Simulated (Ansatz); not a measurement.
## The perfect W wire along [100], 13 atoms a period

What gap, if any, does the W wire along [100], 13 atoms a period have, and how many channels would it open?

Main program and level: Ansatz 0.2.0; DFT PBE, plane waves, PAW; relaxation of a wire's period; PAW set soft_1, in the first sound run; inputs show where later runs differ.

### 1. Starting point

The cell holds 13 atoms: 13 W. Cell: a = 13.140 Å, b = 13.140 Å, c = 3.170 Å, α = 90.0°, β = 90.0°, γ = 90.0°. Vacuum lies along a and b. The structure's axis is c.

### 2. Relaxing the period

Band widths follow the bond lengths, so the wire is relaxed first. The atoms and the third cell vector are free; the box across stays fixed as vacuum. A Fermi-Dirac smearing is set since the result may be a metal. The pressure printed is a third of the stress's trace over the whole box, vacuum included; only the stress along the axis is relaxed.

Contents of input.yaml:

```yaml
crystal:
  lattice:
    - [13.14, 0.0, 0.0]
    - [0.0, 13.14, 0.0]
    - [0.0, 0.0, 3.17]
  atoms:
    - { symbol: W, position: [0.258751903, 0.258751903, 0.0] }
    - { symbol: W, position: [0.258751903, 0.5, 0.0] }
    - { symbol: W, position: [0.258751903, 0.741248097, 0.0] }
    - { symbol: W, position: [0.5, 0.258751903, 0.0] }
    - { symbol: W, position: [0.5, 0.5, 0.0] }
    - { symbol: W, position: [0.5, 0.741248097, 0.0] }
    - { symbol: W, position: [0.741248097, 0.258751903, 0.0] }
    - { symbol: W, position: [0.741248097, 0.5, 0.0] }
    - { symbol: W, position: [0.741248097, 0.741248097, 0.0] }
    - { symbol: W, position: [0.379375951, 0.379375951, 0.5] }
    - { symbol: W, position: [0.379375951, 0.620624049, 0.5] }
    - { symbol: W, position: [0.620624049, 0.379375951, 0.5] }
    - { symbol: W, position: [0.620624049, 0.620624049, 0.5] }
kpoints:
  mp_grid: { grid: [1, 1, 26] }
scf:
  occupations: { method: fermi_dirac, width: 0.05 }
hamiltonian:
  xc: pbe
  pseudopotentials: { kind: paw, azcp: { folder: soft_1 } }
relax:
  cell: { fix: [a, b, alpha, beta, gamma] }
  max_steps: 45
  f_tol: 0.03
```

The run is started by

```sh
$ ansatz run input.yaml --threads 4 --pin off --max-ram 16384MiB --backend cpu --events-out ev --progress --plain --runs-dir out
```

Numbers of over 12 decimals in the logs are rounded to 6 here.

The program printed:

```text
Engine: ansatz 0.2.0, aarch64-unknown-linux-gnu
Pseudopotentials: kind: paw
Pseudopotential: W, paw, valence charge 14, recommended cutoff 420 eV (normal), soft_1/W.paw.azcp
Functional definition: PBE
  parameter kappa = 0.804
  parameter beta = 0.066725
  exchange = pbe_x(kappa = kappa, mu = beta*pi^2/3)
  correlation = pbe_c(beta = beta)
Crystal: 13 atoms, lattice volume = 547.331 Å³
Basis set: ecut = 420 eV, 10771 PW (Γ), exchange–correlation on 180×180×48 points (8 copies of the dense FFT grid, shifted against one another)
Bands: 110, of which v1, the nominal top of the filled ones, is band 91 counted from 1 (90 counted from 0)
Symmetry: 16 space group operations
Space group: P4/mmm (ITA 123), of the structure as read, at distance tolerance 8.2e-5 Å
k-points: 14 of 26
Non-local potential: W, projectors of the file, l = 0: 3, l = 1: 2, l = 2: 2, l = 3: 1
PAW form: soft (Blöchl's): semilocal exchange-correlation on the pseudo side does not see the compensation charge
PAW one-centre angular grid: W, 590 points (default); XC on 64 Gauss nodes
Initial density: superposition of atomic densities (neutral atoms: chi_scale 0, normalization atom)
Initial wavefunctions: pseudopotential atomic-orbital guess
Functional: x = pbe(κ = 0.804, μ = 0.219515), c = pbe(β = 0.066725)
SCF iter   1: F=—  HF=-135001.466590 eV  |F-HF|=—  |Δ(HF+E_count)|=         —  Δρ=5.65e-2  dr2=1.65e2  ethr=3.10e-3  ⟨swp⟩=9.2  Hψ=6528  notcnv=0
preconditioner: auto → LDOS  [metal: Δε(μ)=0.037 eV  Ē_g=4.296 eV  σ=0.050 eV  W_gap=0.18  n_scr=110 (ndim 8)  ℏωp=14.0 eV  f_vac=0.404  D(μ)=19.73/eV (n_scr^D=162)  β→1.0]
SCF iter   2: F=—  HF=-134994.428885 eV  |F-HF|=—  |Δ(HF+E_count)|=    7.04e0  Δρ=4.47e-2  dr2=1.02e2  ethr=3.10e-3  ⟨swp⟩=5.9  Hψ=4917  notcnv=1  defer=12
SCF iter   3: F=—  HF=-134988.885590 eV  |F-HF|=—  |Δ(HF+E_count)|=    5.54e0  Δρ=1.07e-2  dr2=2.73e0  ethr=3.10e-3  ⟨swp⟩=4.7  Hψ=3931  notcnv=0  defer=10
SCF iter   4: F=—  HF=-134988.585006 eV  |F-HF|=—  |Δ(HF+E_count)|=   3.01e-1  Δρ=3.35e-3  dr2=2.03e-1  ethr=1.50e-3  ⟨swp⟩=3.0  Hψ=2101  notcnv=0  defer=18
SCF iter   5: F=—  HF=-134988.576780 eV  |F-HF|=—  |Δ(HF+E_count)|=   8.23e-3  Δρ=1.58e-3  dr2=2.99e-2  ethr=1.12e-4  ⟨swp⟩=3.9  Hψ=2651  notcnv=0  defer=20
SCF iter   6: F=—  HF=-134988.577227 eV  |F-HF|=—  |Δ(HF+E_count)|=   4.47e-4  Δρ=6.31e-4  dr2=7.64e-3  ethr=1.64e-5  ⟨swp⟩=2.0  Hψ=2236  notcnv=0  defer=19
SCF iter   7: F=—  HF=-134988.576946 eV  |F-HF|=—  |Δ(HF+E_count)|=   2.81e-4  Δρ=1.88e-4  dr2=6.24e-4  ethr=4.20e-6  ⟨swp⟩=2.0  Hψ=1929  notcnv=0  defer=19
SCF iter   8: F=—  HF=-134988.576981 eV  |F-HF|=—  |Δ(HF+E_count)|=   3.49e-5  Δρ=7.29e-5  dr2=6.97e-5  ethr=3.43e-7  ⟨swp⟩=2.2  Hψ=2073  notcnv=0  defer=19
SCF iter   9: F=—  HF=-134988.577063 eV  |F-HF|=—  |Δ(HF+E_count)|=   8.18e-5  Δρ=2.62e-5  dr2=9.93e-6  ethr=3.83e-8  ⟨swp⟩=2.4  Hψ=2329  notcnv=0  defer=19
SCF iter  10: F=—  HF=-134988.577065 eV  |F-HF|=—  |Δ(HF+E_count)|=   1.62e-6  Δρ=8.73e-6  dr2=5.53e-7  ethr=5.46e-9  ⟨swp⟩=2.1  Hψ=2113  notcnv=0  defer=19
SCF iter  11: F=-134988.577065 eV  HF=-134988.577065 eV  |F-HF|=9.52e-9  |Δ(HF+E_count)|=   6.10e-7  Δρ=2.90e-6  dr2=6.66e-8  ethr=5.49e-11  ⟨swp⟩=6.3  Hψ=5600  notcnv=0
SCF 1 converged in 11 iterations: F = -134988.577065 eV  dr2 = 6.66e-8
  greatest PAW one-centre occupation: 0.999 electrons in one spin orbital (limit 2), on the W atom at site 12 (counted from 0), in its partial waves of l = 0
relax step   1: F+E_penalty+E_count = -134988.57706533 eV  Δ(F+E_penalty+E_count) = +0.000e0 eV  max|allowed force component| = 2.706e0 eV/Å  Δτ_max = 0.0000 Å  P = -9.622 GPa  Ω = 547.331 Å³  fix = [a, b, alpha, beta, gamma]  reactions: a -9.406, b -9.406 GPa  (11 SCF iters, dr2 threshold 1.00e-7 eV, accepted)
Crystal: 13 atoms, lattice volume = 531.707 Å³
Basis set: ecut = 420 eV, 10363 PW (Γ), exchange–correlation on 180×180×48 points (8 copies of the dense FFT grid, shifted against one another)
Initial density: handed on by an earlier stage of this run
Initial wavefunctions: those handed on with the density
iter 1 solved again at ethr=2.32e-3 eV; its pass at ethr=3.10e-3 eV (dr2=4.21e0 eV) is discarded
SCF iter   1: F=—  HF=-134992.085487 eV  |F-HF|=—  |Δ(HF+E_count)|=         —  Δρ=1.89e-2  dr2=4.28e0  ethr=2.32e-3  ⟨swp⟩=1.1  Hψ=9072  notcnv=0
preconditioner: auto → LDOS  [metal: Δε(μ)=0.038 eV  Ē_g=3.995 eV  σ=0.050 eV  W_gap=0.19  n_scr=94 (ndim 8)  ℏωp=14.2 eV  f_vac=0.440  D(μ)=24.72/eV (n_scr^D=234)  β→1.0]
SCF iter   2: F=—  HF=-134991.711113 eV  |F-HF|=—  |Δ(HF+E_count)|=   3.74e-1  Δρ=8.72e-3  dr2=9.87e-1  ethr=2.32e-3  ⟨swp⟩=3.1  Hψ=2873  notcnv=0
SCF iter   3: F=—  HF=-134991.591529 eV  |F-HF|=—  |Δ(HF+E_count)|=   1.20e-1  Δρ=2.30e-3  dr2=7.00e-2  ethr=5.43e-4  ⟨swp⟩=3.0  Hψ=2663  notcnv=0  defer=28
SCF iter   4: F=—  HF=-134991.582098 eV  |F-HF|=—  |Δ(HF+E_count)|=   9.43e-3  Δρ=6.05e-4  dr2=3.71e-3  ethr=3.84e-5  ⟨swp⟩=2.3  Hψ=2672  notcnv=0  defer=28
SCF iter   5: F=—  HF=-134991.582730 eV  |F-HF|=—  |Δ(HF+E_count)|=   6.32e-4  Δρ=2.34e-4  dr2=5.71e-4  ethr=2.04e-6  ⟨swp⟩=2.9  Hψ=2931  notcnv=0  defer=28
SCF iter   6: F=—  HF=-134991.583013 eV  |F-HF|=—  |Δ(HF+E_count)|=   2.83e-4  Δρ=9.69e-5  dr2=9.47e-5  ethr=3.14e-7  ⟨swp⟩=2.0  Hψ=2015  notcnv=0  defer=28
SCF iter   7: F=—  HF=-134991.583053 eV  |F-HF|=—  |Δ(HF+E_count)|=   4.01e-5  Δρ=2.89e-5  dr2=1.05e-5  ethr=5.20e-8  ⟨swp⟩=2.0  Hψ=1951  notcnv=0  defer=28
SCF iter   8: F=-134991.583055 eV  HF=-134991.583055 eV  |F-HF|=2.93e-7  |Δ(HF+E_count)|=   1.67e-6  Δρ=8.53e-6  dr2=7.19e-7  ethr=7.14e-10  ⟨swp⟩=5.3  Hψ=5823  notcnv=0
SCF 2 converged in 8 iterations: F = -134991.583055 eV  dr2 = 7.19e-7
relax step   2: F+E_penalty+E_count = -134991.58305482 eV  Δ(F+E_penalty+E_count) = -3.006e0 eV  max|allowed force component| = 7.525e-1 eV/Å  Δτ_max = 0.1949 Å  P = -1.934 GPa  Ω = 531.707 Å³  energy of the carried Pulay correction = +2.934e-3 eV  fix = [a, b, alpha, beta, gamma]  reactions: a -2.891, b -2.891 GPa  (8 SCF iters, dr2 threshold 1.30e-6 eV, accepted)
Crystal: 13 atoms, lattice volume = 533.653 Å³
Basis set: ecut = 420 eV, 10395 PW (Γ), exchange–correlation on 180×180×48 points (8 copies of the dense FFT grid, shifted against one another)
SCF iter   1: F=—  HF=-134992.925529 eV  |F-HF|=—  |Δ(HF+E_count)|=         —  Δρ=2.25e-2  dr2=8.48e0  ethr=3.10e-3  ⟨swp⟩=11.3  Hψ=6056  notcnv=0  defer=1
preconditioner: auto → LDOS  [metal: Δε(μ)=0.014 eV  Ē_g=4.163 eV  σ=0.050 eV  W_gap=0.07  n_scr=94 (ndim 8)  ℏωp=14.2 eV  f_vac=0.459  D(μ)=18.28/eV (n_scr^D=146)  β→1.0]
[...]
SCF iter   7: F=—  HF=-134992.373830 eV  |F-HF|=—  |Δ(HF+E_count)|=   3.58e-6  Δρ=2.22e-5  dr2=7.51e-6  ethr=4.07e-8  ⟨swp⟩=2.1  Hψ=2046  notcnv=0  defer=47
SCF iter   8: F=-134992.373830 eV  HF=-134992.373830 eV  |F-HF|=3.48e-8  |Δ(HF+E_count)|=   1.75e-7  Δρ=6.41e-6  dr2=3.02e-7  ethr=7.14e-10  ⟨swp⟩=5.0  Hψ=5761  notcnv=0
SCF 3 converged in 8 iterations: F = -134992.373830 eV  dr2 = 3.02e-7
relax step   3: F+E_penalty+E_count = -134992.37382986 eV  Δ(F+E_penalty+E_count) = -7.908e-1 eV  max|allowed force component| = 4.018e-1 eV/Å  Δτ_max = 0.1988 Å  P = +1.480 GPa  Ω = 533.653 Å³  energy of the carried Pulay correction = +2.564e-3 eV  fix = [a, b, alpha, beta, gamma]  reactions: a +0.963, b +0.963 GPa  (8 SCF iters, dr2 threshold 1.30e-6 eV, accepted)
[...]
relax step   4: F+E_penalty+E_count = -134992.46282268 eV  Δ(F+E_penalty+E_count) = -8.899e-2 eV  max|allowed force component| = 6.268e-2 eV/Å  Δτ_max = 0.0310 Å  P = +0.129 GPa  Ω = 543.265 Å³  energy of the carried Pulay correction = +7.554e-4 eV  fix = [a, b, alpha, beta, gamma]  reactions: a -0.072, b -0.072 GPa  (7 SCF iters, dr2 threshold 1.30e-6 eV, accepted)
[...]
relax step   5: F+E_penalty+E_count = -134992.47381895 eV  Δ(F+E_penalty+E_count) = -1.100e-2 eV  max|allowed force component| = 1.031e-1 eV/Å  Δτ_max = 0.0118 Å  P = -0.095 GPa  Ω = 547.561 Å³  energy of the carried Pulay correction = -4.256e-5 eV  fix = [a, b, alpha, beta, gamma]  reactions: a -0.198, b -0.198 GPa  (6 SCF iters, dr2 threshold 7.09e-7 eV, accepted)
[...]
relax step   6: F+E_penalty+E_count = -134992.47955140 eV  Δ(F+E_penalty+E_count) = -5.732e-3 eV  max|allowed force component| = 2.551e-2 eV/Å  Δτ_max = 0.0295 Å  P = -0.019 GPa  Ω = 553.457 Å³  energy of the carried Pulay correction = -1.128e-3 eV  fix = [a, b, alpha, beta, gamma]  reactions: a +0.033, b +0.033 GPa  (7 SCF iters, dr2 threshold 6.65e-7 eV, accepted)
[...]
relax step   7: F+E_penalty+E_count = -134992.48077641 eV  Δ(F+E_penalty+E_count) = -1.225e-3 eV  max|allowed force component| = 1.015e-2 eV/Å  Δτ_max = 0.0070 Å  P = +0.025 GPa  Ω = 551.979 Å³  energy of the carried Pulay correction = -8.567e-4 eV  fix = [a, b, alpha, beta, gamma]  reactions: a +0.026, b +0.026 GPa  (7 SCF iters, dr2 threshold 3.74e-8 eV, accepted)
Initial wavefunctions: pseudopotential atomic-orbital guess (no wavefunctions were taken with the density)
iter 1 solved again at ethr=1.27e-6 eV; its pass at ethr=3.10e-3 eV (dr2=2.31e-3 eV) is discarded
SCF iter   1: F=—  HF=-134992.481201 eV  |F-HF|=—  |Δ(HF+E_count)|=         —  Δρ=2.57e-5  dr2=3.45e-7  ethr=1.27e-6  ⟨swp⟩=4.4  Hψ=11046  notcnv=0
eigensolver tolerance schedule: the retry pair's looser diagonalisation over-reported the residual by 6705.25 of it (diagonalisation noise at an unbounded share of the residual, at the tolerance the schedule requests for it); recorded, not acted on — ethr = c·dr2/N_el stays at c = 1.0e-1
preconditioner: auto → LDOS  [metal: Δε(μ)=0.024 eV  Ē_g=4.014 eV  σ=0.050 eV  W_gap=0.12  n_scr=110 (ndim 8)  ℏωp=14.0 eV  f_vac=0.462  D(μ)=16.67/eV (n_scr^D=110)  β→1.0]
SCF iter   2: F=—  HF=-134992.481799 eV  |F-HF|=—  |Δ(HF+E_count)|=   5.98e-4  Δρ=3.08e-6  dr2=7.51e-8  ethr=1.89e-10  ⟨swp⟩=4.6  Hψ=4145  notcnv=0
SCF iter   3: F=—  HF=-134992.481798 eV  |F-HF|=—  |Δ(HF+E_count)|=   3.07e-7  Δρ=7.73e-7  dr2=1.32e-8  ethr=4.13e-11  ⟨swp⟩=3.0  Hψ=2770  notcnv=0
SCF iter   4: F=—  HF=-134992.481799 eV  |F-HF|=—  |Δ(HF+E_count)|=   2.76e-7  Δρ=6.41e-7  dr2=6.09e-9  ethr=7.24e-12  ⟨swp⟩=2.5  Hψ=2394  notcnv=0
SCF iter   5: F=—  HF=-134992.481799 eV  |F-HF|=—  |Δ(HF+E_count)|=   1.46e-9  Δρ=2.59e-7  dr2=1.18e-9  ethr=3.35e-12  ⟨swp⟩=2.1  Hψ=2565  notcnv=0
SCF iter   6: F=-134992.481799 eV  HF=-134992.481799 eV  |F-HF|=5.82e-11  |Δ(HF+E_count)|=   1.05e-9  Δρ=6.55e-8  dr2=5.34e-11  ethr=1.00e-12  ⟨swp⟩=3.5  Hψ=5944  notcnv=0
SCF 8 converged in 6 iterations: F = -134992.481799 eV  dr2 = 5.34e-11
relax step   8: F+E_penalty+E_count = -134992.48179877 eV  Δ(F+E_penalty+E_count) = -1.022e-3 eV  max|allowed force component| = 1.021e-2 eV/Å  Δτ_max = 0.0000 Å  P = +0.029 GPa  Ω = 551.979 Å³  fix = [a, b, alpha, beta, gamma]  reactions: a +0.029, b +0.029 GPa  stress off target by 2.67e-2 GPa on what of the cell is left free  SCF on the basis re-selected at this cell (its energy is not comparable with the rows above)  (6 SCF iters)
basis re-selected at this cell: Δ(F+E_penalty+E_count) = -1.022e-3 eV, ΔP = +0.004 GPa vs the last step (what re-selecting the basis moved, of the pressure what is left beyond the Pulay correction that the steps carried, after the strain that the cell walked since its last selection, with what the two solves' SCF thresholds leave and, on support functions, any second-order correction that the steps lacked; it is no m [...]
SCF converged after 6 iterations
Free energy (F): -134992.481799 eV
Harris-Foulkes:  -134992.481799 eV  (|F-HF|=5.82e-11)
Internal energy: -134992.347501 eV  (E = F + TS)
E sigma→0 (E₀):  -134992.414650 eV
Entropy (-TS):   -0.134297 eV (-10.331 meV/atom)
Fermi energy:    6.016548 eV
--- Per-component energies (eV) ---
  E_band       = -4014.894640
  E_kinetic    = 5476.597257
  E_local      = -69882.682133  (includes V_loc(G=0)·N_el)
  E_nonlocal   = -316.718630
  E_hartree    = 32902.137497
  E_xc         = -3459.340583
  E_vxc        = -2979.093202  (∫ρ·V_xc dr)
  E_paw        = -111515.268756  (= ΣΔE_a)
  E_vpaw       = -2117.273859  (= ΣTr[D̂ρ^β])
  E_aug_tail   = 0.001936  (compensation charges beyond the density's cutoff)
  E_ewald      = 11802.925910
  E_smearing   = -0.134297  (= −TS)
  E_closure    = 0.000000  (closes the sum)
  Σ components = -134992.481799   (vs F -134992.481799, Δ=0.00e0)
--- Forces (eV/Å), atoms counted from 1 ---
  atom   1  W     -0.00861560    -0.00861560     0.00000000
  atom   2  W     -0.00339072     0.00000000     0.00000000
  atom   3  W     -0.00861560     0.00861560     0.00000000
  atom   4  W      0.00000000    -0.00339072     0.00000000
  atom   5  W      0.00000000    -0.00000000     0.00000000
  atom   6  W      0.00000000     0.00339072     0.00000000
  atom   7  W      0.00861560    -0.00861560     0.00000000
  atom   8  W      0.00339072     0.00000000     0.00000000
  atom   9  W      0.00861560     0.00861560     0.00000000
  atom  10  W      0.01021440     0.01021440     0.00000000
  atom  11  W      0.01021440    -0.01021440     0.00000000
  atom  12  W     -0.01021440     0.01021440     0.00000000
  atom  13  W     -0.01021440    -0.01021440     0.00000000
  max |Σ_I F_I| component: 3.47e-18 eV/Å
--- Stress (GPa, compression-positive) ---
        0.029482       0.000000       0.000000
        0.000000       0.029482       0.000000
        0.000000       0.000000       0.026673
  P = ⅓ Tr σ = 0.0285 GPa (0.285 kbar)
--- Relaxed structure (7 steps of the walk, 7 accepted, 1 SCFs on fresh bases) ---
  F+E_penalty+E_count = -134992.48179877 eV   max|allowed force component| = 1.021e-2 eV/Å   (the final SCF, on the basis selected at the relaxed cell)
  cell:  # Å, volume = 551.9794 Å³
    - [13.14, 0.0, 0.0]
    - [0.0, 13.14, 0.0]
    - [0.0, 0.0, 3.196923]
  atoms:
    - { symbol: W, position: [0.282737, 0.282737, 0.0] }
    - { symbol: W, position: [0.263063, 0.5, 0.0] }
    - { symbol: W, position: [0.282737, 0.717263, 0.0] }
    - { symbol: W, position: [0.5, 0.263063, 0.0] }
    - { symbol: W, position: [0.5, 0.5, 0.0] }
    - { symbol: W, position: [0.5, 0.736937, 0.0] }
    - { symbol: W, position: [0.717263, 0.282737, 0.0] }
    - { symbol: W, position: [0.736937, 0.5, 0.0] }
    - { symbol: W, position: [0.717263, 0.717263, 0.0] }
    - { symbol: W, position: [0.383257, 0.383257, 0.500000] }
    - { symbol: W, position: [0.383257, 0.616743, 0.500000] }
    - { symbol: W, position: [0.616743, 0.383257, 0.500000] }
    - { symbol: W, position: [0.616743, 0.616743, 0.500000] }
```

Wall time 2.6 min (4 threads of Arm Neoverse V1, shared host); peak memory 1.8 GiB; 9.8 min of CPU time.

[end of part 1 of 2]

[Logs are printed without paths, hosts, clocks, repeated set-up lines and the standing remarks that a program may print on its own settings, such as how far it seeks lower states.]

[Hosts, paths, dates, database ids (printed as entryN), source tags and the programs' standing remarks are cut or masked in the printed files.]
